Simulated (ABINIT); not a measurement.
# A GW chain in ABINIT: MoS2 (P6_3/mmc), part 3 of 3

How does a plane-wave GW calculation on MoS2 (P6_3/mmc) run from the first input to the gap?

ABINIT 10.8.3; PBEsol and many-body steps on it, plane waves. Known limits of the many-body steps: not at the basis limit; no spin-orbit coupling; coarse k mesh.

So far. Step 3 (Bands along the symmetry lines): The gap is 0.846 eV, as in the run before at this level. Step 4 (Empty states on the mesh, 3×3×1 mesh, 383 bands): On this mesh the gap is 1.037 eV. The earlier step found 0.846 eV, so this mesh misses an edge.

The database entry behind the starting cell differs from later determinations by our own check (about 0.3 % long), so it need not match the best structure at ambient conditions.

### 5. Screening, 3×3×1 mesh, 349 bands, screening to 179.6 eV

The RPA dielectric matrix is built and inverted for each q.

This step: RPA screening on PBEsol, plane waves, norm-conserving pseudopotentials.

Input file run.abi:

```
acell 3*1.0 Angstrom
rprim 
  3.169000000004 -0.000000000001 0.000000000000
  -1.584500000001 2.744434504597 0.000000000000
  0.000000000000 0.000000000000 12.324000000000
ntypat 2
znucl 42 16
natom 6
typat 1 1 2 2 2 2
xred 
  0.333333333333 0.666666666667 0.250000000000
  0.666666666667 0.333333333333 0.750000000000
  0.333333333333 0.666666666667 0.623000000000
  0.666666666667 0.333333333333 0.123000000000
  0.333333333333 0.666666666667 0.877000000000
  0.666666666667 0.333333333333 0.377000000000
pp_dirpath "pseudos"
pseudos "Mo.upf, S.upf"
ecut 36
ngkpt 3 3 1
nshiftk 1
shiftk 0 0 0
kptopt 1
chksymbreak 0
istwfk *1
occopt 1
irdwfk 1
optdriver 3
nband 349
ecuteps 6.6
inclvkb 2
awtr 1
symchi 1
indata_prefix "in"
outdata_prefix "out"
tmpdata_prefix "tmp"
```

On the command line:

```
> OMP_NUM_THREADS=1 mpirun -n 4 abinit run.abi > log
```

Numbers of over 12 decimals in the logs are rounded to 6 here.

The program printed:

```text
.Version 10.8.3 of ABINIT. v10.8.2 released Aug 2026.

 Symmetries : space group P6_3/m m c (#194); Bravais hP (primitive hexag.)
[... echo of the input left out ...]
== DATASET  1 ==================================================================
-   mpi_nproc: 4, omp_nthreads: 1 (-1 if OMP is not activated)

--- !DatasetInfo
iteration_state: {dtset: 1, }
dimensions: {natom: 6, nkpt: 3, mband: 349, nsppol: 1, nspinor: 1, nspden: 1, mpw: 7476, }
cutoff_energies: {ecut:  36.0, pawecutdg:  -1.0, }
electrons: {nelect:   5.20000000E+01, charge:   0.00000000E+00, occopt:   1.00000000E+00, tsmear:   1.00000000E-02, }

 SCREENING: Calculation of the susceptibility and dielectric matrices

 Based on a program developped by R.W. Godby, V. Olevano, G. Onida, and L. Reining.
 Incorporated in ABINIT by V. Olevano, G.-M. Rignanese, and M. Torrent.
.Using double precision arithmetic ; gwpc =  8

[... cell and pseudopotentials left out ...]
--------------------------------------------------------------------------------

 ==== K-mesh for the wavefunctions ====
 Number of points in the irreducible wedge :     3
[... list of points left out ...]
 Together with 24 symmetry operations and time-reversal symmetry
 yields     9 points in the full Brillouin Zone.

 ==== Q-mesh for the screening function ====
 Number of points in the irreducible wedge :     3
[... list of points left out ...]
 Together with 24 symmetry operations and time-reversal symmetry
 yields     9 points in the full Brillouin Zone.

 setmesh: FFT mesh size selected  =    20x   20x   90
          total number of points  =        36000

 vcoul_init : cutoff-mode = AUXILIARY_FUNCTION
 q-points for optical limit:   1
     1)      0.000010    0.000020    0.000030

- screening: taking advantage of time-reversal symmetry
- Maximum band index for partially occupied states nbvw = 26
- Remaining bands to be divided among processors   nbcw = 323
- Number of bands treated by each node ~80

 Number of electrons calculated from density =   52.0000; Expected =   52.0000
 average of density, n =  0.071892
 r_s =    1.4919
 omega_plasma =   25.8640 [eV]

 calculating chi0 at frequencies [eV] :
  1    0.000000E+00    0.000000E+00
  2    0.000000E+00    2.586399E+01

--------------------------------------------------------------------------------
  q-point number  1        q = ( 0.000000, 0.000000, 0.000000) [r.l.u.]
--------------------------------------------------------------------------------
[... chi0 elements left out ...]
 For q-point:  0.000010 0.000020 0.000030
  dielectric constant =  17.3483
  dielectric constant without local fields =  19.6576

  Average fulfillment of the sum rule on Im[epsilon] for q-point    1 :     87.46  [%]
[... wings left out ...]
  q-point number  2        q = ( 0.333333, 0.000000, 0.000000) [r.l.u.]
--------------------------------------------------------------------------------
[... chi0 elements left out ...]
  Average fulfillment of the sum rule on Im[epsilon] for q-point    2 :     86.22  [%]

 [... 1 further q-points ...]
```

Wall time 66 s (4 MPI ranks of Arm Neoverse V2, shared host); peak memory 1.4 GiB.

Numbers from this step:

- ε∞ with local fields, on this mesh, along the program's q direction: 17.35
- the same without local fields: 19.66
- plasma frequency: 25.86 eV
- plane waves in the screening matrix: 585

Local fields lower ε∞ by 12 %. On a Γ-centred mesh this coarse the value itself is usually too large, while a short band sum pulls it down.

### 6. Self-energy, 3×3×1 mesh, 349 bands, screening to 179.6 eV

The self-energy is evaluated for the states that the input lists, and the levels follow from it, in one-shot runs by the linearised quasiparticle equation.

This step: G0W0 on PBEsol, plane waves, norm-conserving pseudopotentials.

Edit run.abi of step 5 so:

```diff
@@ -27,8 +27,17 @@
 irdwfk 1
-optdriver 3
+optdriver 4
 nband 349
+gwcalctyp 0
+ecutsigx 36
+symsigma 1
+nkptgw 2
+kptgw 
+  0.0000000000 0.0000000000 0.0000000000
+  0.3333333333 0.3333333333 0.0000000000
+bdgw 
+  25 28
+  25 28
 ecuteps 6.6
-inclvkb 2
-awtr 1
-symchi 1
+irdscr 1
+ppmodel 1
 indata_prefix "in"
```

The program printed:

```text
.Version 10.8.3 of ABINIT. v10.8.2 released Aug 2026.

 Symmetries : space group P6_3/m m c (#194); Bravais hP (primitive hexag.)
[... echo of the input left out ...]
== DATASET  1 ==================================================================
-   mpi_nproc: 4, omp_nthreads: 1 (-1 if OMP is not activated)

--- !DatasetInfo
iteration_state: {dtset: 1, }
dimensions: {natom: 6, nkpt: 3, mband: 349, nsppol: 1, nspinor: 1, nspden: 1, mpw: 7476, }
cutoff_energies: {ecut:  36.0, pawecutdg:  -1.0, }
electrons: {nelect:   5.20000000E+01, charge:   0.00000000E+00, occopt:   1.00000000E+00, tsmear:   1.00000000E-02, }

 SIGMA: Calculation of the GW corrections

 Based on a program developped by R.W. Godby, V. Olevano, G. Onida, and L. Reining.
 Incorporated in ABINIT by V. Olevano, G.-M. Rignanese, and M. Torrent.
.Using double precision arithmetic ; gwpc =  8

[... cell and pseudopotentials left out ...]
--------------------------------------------------------------------------------

 ==== K-mesh for the wavefunctions ====
 Number of points in the irreducible wedge :     3
[... list of points left out ...]
 Together with 24 symmetry operations and time-reversal symmetry
 yields     9 points in the full Brillouin Zone.

 ==== Q-mesh for screening function ====
 Number of points in the irreducible wedge :     3
[... list of points left out ...]
 Together with 24 symmetry operations and time-reversal symmetry
 yields     9 points in the full Brillouin Zone.

 vcoul_init : cutoff-mode = AUXILIARY_FUNCTION
 q-points for optical limit:   1
     1)      0.000010    0.000020    0.000030
 setmesh: FFT mesh size selected  =    32x   32x  128
          total number of points  =       131072

 Number of electrons calculated from density =   52.0000; Expected =   52.0000
 average of density, n =  0.071892
 r_s =    1.4919
 omega_plasma =   25.8640 [eV]

 === KS Band Gaps ===
  >>>> For spin  1
   Minimum direct gap =   1.6518 [eV], located at k-point      :   0.3333  0.3333  0.0000
   Fundamental gap    =   1.0368 [eV], Top of valence bands at :   0.0000  0.0000  0.0000
                                       Bottom of conduction at :   0.3333  0.3333  0.0000
 SIGMA fundamental parameters:
 PLASMON POLE MODEL  1
 number of plane-waves for SigmaX                 7437
 number of plane-waves for SigmaC and W            585
 number of plane-waves for wavefunctions          7437
 number of bands                                   349
 number of independent spin polarizations            1
 number of spinorial components                      1
 number of k-points in IBZ                           3
 number of q-points in IBZ                           3
 number of symmetry operations                      24
 number of k-points in BZ                            9
 number of q-points in BZ                            9
 number of frequencies for dSigma/dE                 9
 frequency step for dSigma/dE [eV]                0.25
 number of omega for Sigma on real axis              0
 max omega for Sigma on real axis  [eV]           0.00
 zcut for avoiding poles [eV]                     0.10

 EPSILON^-1 parameters (SCR file):
 dimension of the eps^-1 matrix on file            585
 dimension of the eps^-1 matrix used               585
 number of plane-waves for wavefunctions          7437
 number of bands                                   349
 number of q-points in IBZ                           3
 number of frequencies                               2
 number of real frequencies                          1
 number of imag frequencies                          1

 matrix elements of self-energy operator (all in [eV])

 Perturbative Calculation

--- !SelfEnergy_ee
iteration_state: {dtset: 1, }
kpoint     : [   0.000,    0.000,    0.000, ]
spin       : 1
KS_gap     :    2.094
QP_gap     :    2.532
Delta_QP_KS:    0.438
data: !SigmaeeData |
     Band     E0 <VxcDFT>   SigX SigC(E0)      Z dSigC/dE  Sig(E)    E-E0       E
       25   7.228 -13.594 -16.570   2.107   0.773  -0.294 -14.265  -0.671   6.556
       26   8.399 -16.270 -17.350   0.799   0.768  -0.303 -16.486  -0.216   8.183
       27  10.493 -15.558 -10.907  -4.363   0.772  -0.295 -15.336   0.222  10.715
       28  10.493 -15.558 -10.907  -4.363   0.772  -0.295 -15.336   0.222  10.715

--- !SelfEnergy_ee
iteration_state: {dtset: 1, }
kpoint     : [   0.333,    0.333,    0.000, ]
spin       : 1
KS_gap     :    1.652
QP_gap     :    2.249
Delta_QP_KS:    0.597
data: !SigmaeeData |
     Band     E0 <VxcDFT>   SigX SigC(E0)      Z dSigC/dE  Sig(E)    E-E0       E
       25   7.612 -16.134 -17.417   1.080   0.770  -0.299 -16.291  -0.157   7.455
       26   7.784 -16.488 -17.740   1.055   0.769  -0.301 -16.639  -0.151   7.632
       27   9.435 -17.535 -12.657  -4.295   0.766  -0.306 -17.089   0.446   9.881
       28   9.435 -17.535 -12.657  -4.295   0.766  -0.306 -17.089   0.446   9.881

== END DATASET(S) ==============================================================
================================================================================

 -outvars: echo values of variables after computation  --------
           etotal      0.0000000000E+00
            nband         349
             nkpt           3
          spgroup         194
 [... the other variables as echoed above ...]

 Calculation completed.
```

Elapsed: 36 s, on 4 MPI ranks; peak memory 1.4 GiB; 2.4 min of CPU time.

This step gave:

```
G0W0 gap on the points computed              : 1.698 eV
starting gap on the mesh                     : 1.037 eV
k of the valence top                         : 0, 0, 0
k of the conduction bottom                   : 0.3333, 0.3333, 0
Z at the valence top                         : 0.768
Z at the conduction bottom                   : 0.766
least direct G0W0 gap on the computed points : 2.249 eV
```

The gap on the mesh goes from 1.04 eV to 1.70 eV, a correction of +0.66 eV. The start differs from the 0.85 eV found before because the two sample other k points.

Limits: finite bands, cutoff and mesh; no spin-orbit coupling; coarse k mesh. v1 is the top filled band, c1 the lowest empty one. Levels before and after the correction, in eV, zero at the valence-band top of each column:

```tsv
	conduction bottom	valence top
Kohn-Sham	1.04	0.00
G0W0	1.70	0.00
```

```tsv
	level	energy (eV)
Kohn-Sham	Γ v2	-1.171
Kohn-Sham	Γ v1	0.000
Kohn-Sham	Γ c1-c2	2.094
Kohn-Sham	(0.333 0.333 0) v2	-0.786
Kohn-Sham	(0.333 0.333 0) v1	-0.615
Kohn-Sham	(0.333 0.333 0) c1-c2	1.037
G0W0	Γ v2	-1.627
G0W0	Γ v1	0.000
G0W0	Γ c1-c2	2.532
G0W0	(0.333 0.333 0) v2	-0.728
G0W0	(0.333 0.333 0) v1	-0.551
G0W0	(0.333 0.333 0) c1-c2	1.698
```

### 7. Where the time went

Times are wall times on the hardware named with each run, good to a factor of about two.

```tsv
step	time	share	memory (GiB)
ground state	41 s	11 %	0.44
bands along the symmetry lines	78 s	21 %	0.62
empty states on the mesh	2.5 min	40 %	0.41
screening	66 s	18 %	1.4
self-energy	36 s	10 %	1.4
```

### 8. Outcome

```json
{
  "PBEsol gap": "0.85 eV, indirect",
  "G0W0 gap on the mesh": "1.70 eV",
  "G0W0 gap over the zone (rigid shift)": "1.51 eV",
  "GW settings": "3×3×1 mesh, 349 bands, screening to 179.6 eV, Godby-Needs plasmon pole",
  "known limits": "not at the basis limit; no spin-orbit coupling; coarse k mesh"
}
```

What this shows: G0W0 moves the gap on the mesh from 1.04 eV to 1.70 eV (+0.66 eV), with Z of 0.77 and 0.77 at the edges. The mesh misses the band edges by 0.19 eV in all; a rigid shift gives 1.51 eV for the zone. Local fields lower the RPA ε∞ on this mesh from 19.66 to 17.35; a Γ-centred mesh this coarse tends to raise both, most where the direct gap is narrow, while a short band sum lowers them. Only 2 of the mesh's irreducible points were corrected, so a valley elsewhere could overtake. The dearest step here is «empty states on the mesh». Bands and cutoff are finite, so the gap is not at the basis limit. The miss can reach some tenths of an eV and take either sign; the mesh is an error of its own. In the G0W0 run levels were corrected at 2 k points alone, so a gap called «on the mesh» is the least over those, and an edge elsewhere would be missed. A denser mesh or path gives a starting gap of 0.85 eV: the GW mesh misses a band edge, so its gaps are not the fundamental one. The 3×3×1 mesh is coarse for this cell, which bears on the long-range parts of exchange and screening. The many-body steps are scalar-relativistic: spin-orbit coupling is not in them.

[Paths, hosts, dates, memory and timing lines, banners, echoed tables and standing remarks are left out of the program output.]

[Logs are printed without paths, hosts, clocks, repeated set-up lines and the standing remarks that a program may print on its own settings, such as how far it seeks lower states.]

[Runs of the session that timed out or met a known fault of the program may be left out.]

[Hosts, paths, dates, database ids (printed as entryN), source tags and the programs' standing remarks are cut or masked in the printed files.]

[G0W0 gaps are taken among the corrected bands and points alone; a level outside them can change the order at an edge.]

[Where Ansatz stands beside ABINIT at settings called matched, ABINIT's density can come from a denser mesh and the files from another edition; pairs whose starting gaps differed by over 0.03 eV were left out, so agreement reads better than it is.]
